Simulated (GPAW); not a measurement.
# Polymorphs of BN told apart by optics

Method, alike for all: GPAW, LDA, RPA, without spin-orbit coupling, line width 0.15 eV (Lorentzian).

Structure 1:

The structure is cubic, space group F-43m (No. 216). The conventional cell has a = 3.615 Å, b = 3.615 Å, c = 3.615 Å, α = 90.00°, β = 90.00°, γ = 90.00°. N on site c has 4 B at 1.57 Å as nearest neighbours. B on site a has 4 N at 1.57 Å as nearest neighbours.

Structure 2:

It takes space group P6_3mc (No. 186, hexagonal). Conventional cell: a = 2.536 Å, b = 2.536 Å, c = 4.199 Å, α = 90.00°, β = 90.00°, γ = 120.00°. Around N on site b lie 4 B at 1.56 to 1.57 Å. Around B on site b lie 4 N at 1.56 to 1.57 Å.

Structure 3:

The structure is hexagonal, space group P6_3/mmc (No. 194). Conventional cell: a = 2.498 Å, b = 2.498 Å, c = 6.636 Å, α = 90.00°, β = 90.00°, γ = 120.00°. Around N on site d lie 3 B at 1.44 Å. B on site c is surrounded by 3 N at 1.44 Å.

Spectrum A:

```csv
E (eV),Im ε
0.00,0.00
0.25,0.01
0.50,0.01
0.75,0.02
1.00,0.03
1.25,0.03
1.50,0.04
1.75,0.05
2.00,0.06
2.25,0.08
2.50,0.09
2.75,0.12
3.00,0.14
3.25,0.18
3.50,0.25
3.75,0.34
4.00,0.54
4.25,1.02
4.50,2.90
4.75,4.77
5.00,6.68
5.25,7.67
5.50,9.98
5.75,11.11
6.00,7.31
6.25,5.14
6.50,5.00
6.75,3.38
7.00,2.84
7.25,2.59
7.50,2.23
7.75,1.35
8.00,1.25
8.25,1.38
8.50,1.20
8.75,1.23
9.00,0.84
9.25,0.64
9.50,0.69
9.75,0.77
10.00,0.77
10.25,0.70
10.50,0.65
10.75,0.82
11.00,0.85
11.25,0.79
11.50,0.90
11.75,0.81
12.00,0.84
```

Spectrum B:

| E (eV) | Im ε |
| --- | --- |
| 0.00 | 0.00 |
| 0.25 | 0.00 |
| 0.50 | 0.00 |
| 0.75 | 0.01 |
| 1.00 | 0.01 |
| 1.25 | 0.01 |
| 1.50 | 0.01 |
| 1.75 | 0.01 |
| 2.00 | 0.01 |
| 2.25 | 0.02 |
| 2.50 | 0.02 |
| 2.75 | 0.02 |
| 3.00 | 0.02 |
| 3.25 | 0.03 |
| 3.50 | 0.03 |
| 3.75 | 0.03 |
| 4.00 | 0.04 |
| 4.25 | 0.04 |
| 4.50 | 0.04 |
| 4.75 | 0.05 |
| 5.00 | 0.05 |
| 5.25 | 0.06 |
| 5.50 | 0.07 |
| 5.75 | 0.07 |
| 6.00 | 0.08 |
| 6.25 | 0.09 |
| 6.50 | 0.10 |
| 6.75 | 0.12 |
| 7.00 | 0.14 |
| 7.25 | 0.16 |
| 7.50 | 0.19 |
| 7.75 | 0.23 |
| 8.00 | 0.30 |
| 8.25 | 0.41 |
| 8.50 | 0.68 |
| 8.75 | 1.46 |
| 9.00 | 2.41 |
| 9.25 | 3.20 |
| 9.50 | 5.37 |
| 9.75 | 5.83 |
| 10.00 | 7.21 |
| 10.25 | 7.55 |
| 10.50 | 7.94 |
| 10.75 | 8.36 |
| 11.00 | 9.55 |
| 11.25 | 11.22 |
| 11.50 | 11.85 |
| 11.75 | 14.26 |
| 12.00 | 13.84 |

Spectrum C:

(E (eV), Im ε): (0.00, 0.00), (0.50, 0.00), (1.00, 0.01), (1.50, 0.01), (2.00, 0.01), (2.50, 0.02), (3.00, 0.02), (3.50, 0.03), (4.00, 0.03), (4.50, 0.04), (5.00, 0.05), (5.50, 0.06), (6.00, 0.08), (6.50, 0.10), (7.00, 0.12), (7.50, 0.17), (8.00, 0.26), (8.50, 0.57), (9.00, 1.23), (9.50, 2.48), (10.00, 5.95), (10.50, 11.43), (11.00, 12.23), (11.50, 12.36), (12.00, 9.86)

Q: Which spectrum belongs to which structure?

A: B is structure 1 (F-43m, 5.9 Å³ an atom): ε∞ = 4.58 along the first axis, strongest peak along the first axis at 11.83 eV. C is structure 2 (P6_3mc, 5.8 Å³ an atom): ε∞ = 4.51 along the first axis, strongest peak along the first axis at 11.49 eV. A is structure 3 (P6_3/mmc, 9.0 Å³ an atom): ε∞ = 4.77 along the first axis, strongest peak along the first axis at 5.75 eV.

[Logs are printed without paths, hosts, clocks, repeated set-up lines and the standing remarks that a program may print on its own settings, such as how far it seeks lower states.]
